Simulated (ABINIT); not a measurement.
## A GW chain in ABINIT: TaAgO3 (Pm-3m)

Aim: the G0W0 gap of TaAgO3 (Pm-3m) on PBEsol, step by step.

Method: PBEsol and many-body steps on it, plane waves, in ABINIT 10.8.3.

### 1. Set-up

It takes space group Pm-3m (No. 221, cubic). Conventional cell: a = 3.999 Å, b = 3.999 Å, c = 3.999 Å, α = 90.00°, β = 90.00°, γ = 90.00°. Nearest to Ta lie 6 O at 2.00 Å. Ag has 12 O at 2.83 Å nearest. O has 2 Ta at 2.00 Å nearest. Farther neighbours and most contacts between anions are not listed.

The cell and positions are those that the Materials Project relaxed with its own functionals (PBE, PBE+U or r2SCAN), kept fixed. Spin-orbit coupling is left out unless a step names it.

### 2. Ground state

This step: ABINIT 10.8.3; DFT, PBEsol, plane waves, norm-conserving pseudopotentials.

The ground-state density comes first.

run.abi reads:

```
acell 3*1.0 Angstrom
rprim 
  3.999370000000 0.000000000000 0.000000000000
  0.000000000000 3.999370000000 0.000000000000
  0.000000000000 0.000000000000 3.999370000000
ntypat 3
znucl 73 47 8
natom 5
typat 1 2 3 3 3
xred 
  0.000000000000 0.000000000000 0.000000000000
  0.500000000000 0.500000000000 0.500000000000
  0.000000000000 0.000000000000 0.500000000000
  0.000000000000 0.500000000000 0.000000000000
  0.500000000000 0.000000000000 0.000000000000
pp_dirpath "pseudos"
pseudos "Ta.upf, Ag.upf, O.upf"
ecut 37
ngkpt 6 6 6
nshiftk 1
shiftk 0 0 0
kptopt 1
chksymbreak 0
nband 31
occopt 1
tolvrs 1e-10
nstep 60
prtwf 0
optforces 0
optstress 0
indata_prefix "in"
outdata_prefix "out"
tmpdata_prefix "tmp"
```

Run with:

```console
OMP_NUM_THREADS=1 mpirun -n 4 abinit run.abi > log
```

Numbers of over 12 decimals in the logs are rounded to 6 here.

The log of the run:

```text
.Version 10.8.3 of ABINIT. v10.8.2 released Aug 2026.

 Symmetries : space group Pm -3 m (#221); Bravais cP (primitive cubic)
================================================================================
 Values of the parameters that define the memory need of the present run
     intxc =       0    ionmov =       0      iscf =       7    lmnmax =       8
     lnmax =       8     mgfft =      45  mpssoang =       4    mqgrid =    3001
     natom =       5  nloc_mem =       1    nspden =       1   nspinor =       1
    nsppol =       1      nsym =      48    n1xccc =    2501    ntypat =       3
    occopt =       1   xclevel =       2
-    mband =          31        mffmem =           1         mkmem =           5
       mpw =        4661          nfft =       91125          nkpt =          20
================================================================================
  Rough estimation (10% accuracy) of disk space for files :
================================================================================

--------------------------------------------------------------------------------
------------- Echo of variables that govern the present computation ------------
--------------------------------------------------------------------------------
 -outvars: echo values of preprocessed input variables --------
            acell      1.8897261259E+00  1.8897261259E+00  1.8897261259E+00 Bohr

      chksymbreak           0
             ecut      3.70000000E+01 Hartree
-          fftalg         312

              ixc     -116133
              kpt      0.00000000E+00  0.00000000E+00  0.00000000E+00
                       1.66666667E-01  0.00000000E+00  0.00000000E+00
                       3.33333333E-01  0.00000000E+00  0.00000000E+00
                       5.00000000E-01  0.00000000E+00  0.00000000E+00
                       1.66666667E-01  1.66666667E-01  0.00000000E+00
                       3.33333333E-01  1.66666667E-01  0.00000000E+00
                       5.00000000E-01  1.66666667E-01  0.00000000E+00
                       3.33333333E-01  3.33333333E-01  0.00000000E+00
                       5.00000000E-01  3.33333333E-01  0.00000000E+00
   [... 9 further rows ...]
                       5.00000000E-01  5.00000000E-01  3.33333333E-01
                       5.00000000E-01  5.00000000E-01  5.00000000E-01
         kptrlatt        6    0    0      0    6    0      0    0    6
          kptrlen      4.53462839E+01
P           mkmem           5
            natom           5
            nband          31
            ngfft          45      45      45
             nkpt          20
            nstep          60
             nsym          48
           ntypat           3
              occ      2.000000  2.000000  2.000000  2.000000  2.000000  2.000000
                       2.000000  2.000000  2.000000  2.000000  2.000000  2.000000
                       2.000000  2.000000  2.000000  2.000000  2.000000  2.000000
                       2.000000  2.000000  2.000000  2.000000  2.000000  2.000000
                       2.000000  0.000000  0.000000  0.000000  0.000000  0.000000
                       0.000000
        optforces           0
        optstress           0
            prtwf           0
            rprim      3.9993700000E+00  0.0000000000E+00  0.0000000000E+00
[...]
spgroup         221

           tolvrs      1.00000000E-10

             xred      0.0000000000E+00  0.0000000000E+00  0.0000000000E+00
[...]
znucl       73.00000   47.00000    8.00000

================================================================================

 chkinp: Checking input parameters for consistency.

================================================================================
== DATASET  1 ==================================================================
-   mpi_nproc: 4, omp_nthreads: 1 (-1 if OMP is not activated)

--- !DatasetInfo
iteration_state: {dtset: 1, }
dimensions: {natom: 5, nkpt: 20, mband: 31, nsppol: 1, nspinor: 1, nspden: 1, mpw: 4661, }
cutoff_energies: {ecut:  37.0, pawecutdg:  -1.0, }
electrons: {nelect:   5.00000000E+01, charge:   0.00000000E+00, occopt:   1.00000000E+00, tsmear:   1.00000000E-02, }

 Real(R)+Recip(G) space primitive vectors, cartesian coordinates (Bohr,Bohr^-1):
 R(1)=  7.5577140  0.0000000  0.0000000  G(1)=  0.1323151  0.0000000  0.0000000
 R(2)=  0.0000000  7.5577140  0.0000000  G(2)=  0.0000000  0.1323151  0.0000000
 R(3)=  0.0000000  0.0000000  7.5577140  G(3)=  0.0000000  0.0000000  0.1323151
 Unit cell volume ucvol=  4.3168937E+02 bohr^3
 Angles (23,13,12)=  9.00000000E+01  9.00000000E+01  9.00000000E+01 degrees

 getcut: wavevector=  0.0000  0.0000  0.0000  ngfft=  45  45  45
         ecut(hartree)=     37.000   => boxcut(ratio)=   2.12616

--- Pseudopotential description ------------------------------------------------
- Ta Generated using ONCVPSP code by D. R. Hamann
- 73.00000  13.00000  180301                  znucl, zion, pspdat
12 -116133 3 -1 1432                          pspcod,pspxc,lmax,lloc,mmax
     nproj     2     2     2     2
  pspatm : epsatm=   21.70780620
         --- l  ekb(1:nproj) -->
[...]
pspatm: atomic psp has been read  and splines computed

- Ag Generated using ONCVPSP code by D. R. Hamann
- 47.00000  19.00000  180301                  znucl, zion, pspdat
12 -116133 2 -1 1538                          pspcod,pspxc,lmax,lloc,mmax
     nproj     2     2     2     0
  pspatm : epsatm=   27.64581140
         --- l  ekb(1:nproj) -->
[...]
pspatm: atomic psp has been read  and splines computed

- O Generated using ONCVPSP code by D. R. Hamann
-  8.00000   6.00000  180301                  znucl, zion, pspdat
12 -116133 2 -1 936                           pspcod,pspxc,lmax,lloc,mmax
     nproj     2     2     1     0
  pspatm : epsatm=    6.22910120
         --- l  ekb(1:nproj) -->
[...]
2   -1.335834
 pspatm: atomic psp has been read  and splines computed

   3.40204606E+03                                ecore*ucvol(ha*bohr**3)
--------------------------------------------------------------------------------

_setup2: Arith. and geom. avg. npw (full set) are    4641.079    4641.064

================================================================================

--- !BeginCycle
iteration_state: {dtset: 1, }
solver: {iscf: 7, nstep: 60, nline: 4, wfoptalg: 0, }
tolerances: {tolvrs: 1.00E-10, }

     iter   Etot(hartree)      deltaE(h)  residm     vres2
 ETOT  1  -268.61905740041    -2.686E+02 2.208E-01 2.588E+03
 ETOT  2  -267.85341323073     7.656E-01 3.287E-02 5.525E+03
 ETOT  3  -269.49959120441    -1.646E+00 5.707E-02 2.772E+02
 ETOT  4  -269.54545780236    -4.587E-02 2.595E-02 7.358E+01
 ETOT  5  -269.54838207119    -2.924E-03 8.603E-04 3.926E+01
 ETOT  6  -269.55510573526    -6.724E-03 2.737E-02 9.143E-01
 ETOT  7  -269.55532965111    -2.239E-04 5.831E-03 1.847E-01
 ETOT  8  -269.55536541630    -3.577E-05 6.861E-04 7.071E-03
 ETOT  9  -269.55536677968    -1.363E-06 1.454E-04 1.465E-04
 ETOT 10  -269.55536679469    -1.501E-08 3.785E-05 1.693E-07
 ETOT 11  -269.55536679477    -7.060E-11 3.522E-05 2.294E-09
 ETOT 12  -269.55536679476     2.615E-12 3.696E-05 2.756E-10
 ETOT 13  -269.55536679476     7.105E-12 3.340E-05 9.690E-12

 At SCF step   13       vres2   =  9.69E-12 < tolvrs=  1.00E-10 =>converged.

--- !ResultsGS
iteration_state: {dtset: 1, }
comment   : Summary of ground state results
lattice_vectors:
- [  7.5577140,   0.0000000,   0.0000000, ]
- [  0.0000000,   7.5577140,   0.0000000, ]
- [  0.0000000,   0.0000000,   7.5577140, ]
lattice_lengths: [   7.55771,    7.55771,    7.55771, ]
lattice_angles: [ 90.000,  90.000,  90.000, ] # degrees, (23, 13, 12)
lattice_volume:   4.3168937E+02
convergence: {deltae:  7.105E-12, res2:  9.690E-12, residm:  3.340E-05, diffor:  0.000E+00, }
etotal    :  -2.69555367E+02
entropy   :   0.00000000E+00
fermie    :   2.22611329E-01
cartesian_stress_tensor: null
pressure_GPa: null
xred      :
- [  0.0000E+00,   0.0000E+00,   0.0000E+00, Ta]
- [  5.0000E-01,   5.0000E-01,   5.0000E-01, Ag]
- [  0.0000E+00,   0.0000E+00,   5.0000E-01,  O]
- [  0.0000E+00,   5.0000E-01,   0.0000E+00,  O]
- [  5.0000E-01,   0.0000E+00,   0.0000E+00,  O]
cartesian_forces: null
force_length_stats: {min: null, max: null, mean: null, }

 Integrated electronic density in atomic spheres:
 ------------------------------------------------
 Atom  Sphere_radius  Integrated_density
[...]
================================================================================

 ----iterations are completed or convergence reached----

 Mean square residual over all n,k,spin=   84.190E-09; max=  33.401E-06
 reduced coordinates (array xred) for    5 atoms
       0.000000000000      0.000000000000      0.000000000000
       0.500000000000      0.500000000000      0.500000000000
       0.000000000000      0.000000000000      0.500000000000
       0.000000000000      0.500000000000      0.000000000000
       0.500000000000      0.000000000000      0.000000000000
 rms dE/dt=  0.0000E+00; max dE/dt=  0.0000E+00; dE/dt below (all hartree)
    1       0.000000000000      0.000000000000      0.000000000000
    2       0.000000000000      0.000000000000      0.000000000000
    3       0.000000000000      0.000000000000      0.000000000000
    4       0.000000000000      0.000000000000      0.000000000000
    5       0.000000000000      0.000000000000      0.000000000000

 cartesian coordinates (angstrom) at end:
    1      0.000000     0.000000     0.000000
    2      1.999685     1.999685     1.999685
    3      0.000000     0.000000     1.999685
    4      0.000000     1.999685     0.000000
    5      1.999685     0.000000     0.000000
 length scales=  1.889726125908  1.889726125908  1.889726125908 bohr
              =  1.000000000000  1.000000000000  1.000000000000 angstroms
 prteigrs : about to open file out_EIG
 Fermi (or HOMO) energy (hartree) =   0.22261   Average Vxc (hartree)=  -0.43593
 Eigenvalues (hartree) for nkpt=  20  k points:
 kpt#   1, nband= 31, wtk=  0.00463, kpt=  0.0000  0.0000  0.0000 (reduced coord)
  -3.04547   -2.27319   -1.70627   -1.70627   -1.70627   -1.04132   -1.04132   -1.04132
  -0.43258   -0.40214   -0.40214    0.10850    0.10850    0.10850    0.16158    0.16158
   0.16477    0.16477    0.16477    0.17232    0.17232    0.17232    0.18141    0.18141
   0.18141    0.28096    0.30187    0.30187    0.30187    0.45683    0.45683
 prteigrs : prtvol=0 or 1, do not print more k-points.

--- !EnergyTerms
iteration_state     : {dtset: 1, }
comment             : Components of total free energy in Hartree
kinetic             :  1.03149105955937E+02
hartree             :  6.14443733492527E+01
xc                  : -4.99903136013548E+01
Ewald energy        : -1.83621520141871E+02
psp_core            :  7.88077327802366E+00
local_psp           : -2.03059143324087E+02
non_local_psp       : -5.35864231065542E+00
total_energy        : -2.69555366794756E+02
total_energy_eV     : -7.33497520052918E+03
band_energy         : -2.57306012290767E+01

== END DATASET(S) ==============================================================
================================================================================

 -outvars: echo values of variables after computation  --------
           etotal     -2.6955536679E+02
            nband          31
             nkpt          20
          spgroup         221
 [... the other variables as echoed above ...]

 Calculation completed.
```

Run time: 87 s. Hardware: 4 MPI ranks of AMD EPYC 7571, shared host; peak memory 0.41 GiB; 5.8 min of CPU time.

Numbers from this step:

| Item | Value |
| --- | --- |
| total energy | -7334.9752 eV |
| gap | 1.588 eV |
| k of the valence top | 0.5, 0.5, 0 |
| k of the conduction bottom | 0, 0, 0 |
| least direct gap | 2.171 eV |

The gap is indirect, with the least direct gap 0.58 eV higher.

[end of part 1 of 3]

[Paths, hosts, dates, memory and timing lines, banners, echoed tables and standing remarks are left out of the program output.]

[Logs are printed without paths, hosts, clocks, repeated set-up lines and the standing remarks that a program may print on its own settings, such as how far it seeks lower states.]

[Runs of the session that timed out or met a known fault of the program may be left out.]

[Hosts, paths, dates, database ids (printed as entryN), source tags and the programs' standing remarks are cut or masked in the printed files.]

[G0W0 gaps are taken among the corrected bands and points alone; a level outside them can change the order at an edge.]

[Where Ansatz stands beside ABINIT at settings called matched, ABINIT's density can come from a denser mesh and the files from another edition; pairs whose starting gaps differed by over 0.03 eV were left out, so agreement reads better than it is.]
